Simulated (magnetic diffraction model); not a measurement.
# YFeBr₅: what an assumed order does to the neutron pattern

Space group Immm (no. 71), a = 5.5260 Å, b = 9.2330 Å, c = 11.1450 Å.

```csv
site,atom,x,y,z
2c,Y,1/2,1/2,0
2d,Br,0,1/2,0
4i,Br,1/2,1/2,0.2674
4h,Br,1/2,0.1904,0
2a,Fe,0,0,0
```

The compound is invented for this exercise: a known structure type with other elements, its cell scaled to their sizes and not relaxed.

Only Fe is taken to order (form factors of Fe2+); orders and moment sizes are assumed, and not adapted to the symmetry. Radiation: neutrons of λ = 4.2 Å, 8° to 100°; isotropic B of 0.49 Å² (Y), 0.52 Å² (Br) and 0.43 Å² (Fe). Simulated constant-wavelength pattern: nuclear and magnetic terms add, the magnetic one as |2.695 fm × Σ f S⊥ exp(2πi Q·r) exp(−B s²)|², summed over all Q at one angle with the factor 1/(sin²θ cos θ). For collinear order S is the moment m, which repeats by lattice and centring translations R with the sign exp(−2πi k·R). Free-ion form factors, Sears's scattering lengths of 1992, no absorption; a label names one of the reflections at its angle. The strongest nuclear line in the range is 100, and lines under 0.2 are left out.

Assume the order k = (1/2 0 1/2), collinear moments along [010], 3.82 μB on Fe.

Q: Where does magnetic intensity appear, and how strong is it?

```tsv
2θ (°)	index	nuclear	magnetic
24.49	(1/2 0 1/2)	0.0	33.8
34.36	(0 1 1)	0.7	0.0
36.24	(1/2 1 -1/2)	0.0	14.2
39.82	(1/2 0 -3/2)	0.0	12.5
44.28	(0 0 2)	66.1	0.0
48.35	(1/2 1 3/2)	0.0	11.6
50.20	(1 0 1)	2.3	0.0
52.58	(1 1 0)	60.3	0.0
54.12	(0 2 0)	60.7	0.0
60.25	(1/2 2 1/2)	0.0	1.9
61.05	(1/2 0 5/2)	0.0	5.2
67.63	(1/2 1 -5/2)	0.0	7.1
69.26	(1/2 2 -3/2)	0.0	2.9
70.59	(3/2 0 -1/2)	0.0	3.9
71.11	(1 1 2)	12.9	0.0
75.08	(0 1 3)	2.0	0.0
76.77	(3/2 1 1/2)	0.0	5.8
76.92	(1 2 1)	76.0	0.0
79.03	(3/2 0 3/2)	0.0	3.1
85.02	(3/2 1 -3/2)	0.0	4.9
85.87	(1 0 3)	7.6	0.0
85.98	(1/2 2 5/2)	0.0	3.0
86.68	(1/2 0 -7/2)	0.0	2.7
90.12	(0 3 1)	20.4	0.0
91.21	(1/2 3 -1/2)	0.0	0.4
92.61	(1/2 1 7/2)	0.0	4.3
94.67	(3/2 2 -1/2)	0.0	2.9
95.38	(3/2 0 -5/2)	0.0	2.3
97.82	(0 0 4)	95.7	0.0
98.94	(2 0 0)	100.0	0.0
99.39	(1/2 3 3/2)	0.0	0.9
```

The strongest magnetic line in the range is (1/2 0 1/2) at 24.49° (33.8). On top of the Lorentz factor, which all lines share, magnetic lines fade with angle because f falls: for Fe2+ it is 0.90, 0.68, 0.45 and 0.15 at sin θ/λ = 0.1, 0.2, 0.3 and 0.5 Å⁻¹, while nuclear lengths stay constant. The order has no net moment.

[Logs are printed without paths, hosts, clocks, repeated set-up lines and the standing remarks that a program may print on its own settings, such as how far it seeks lower states.]
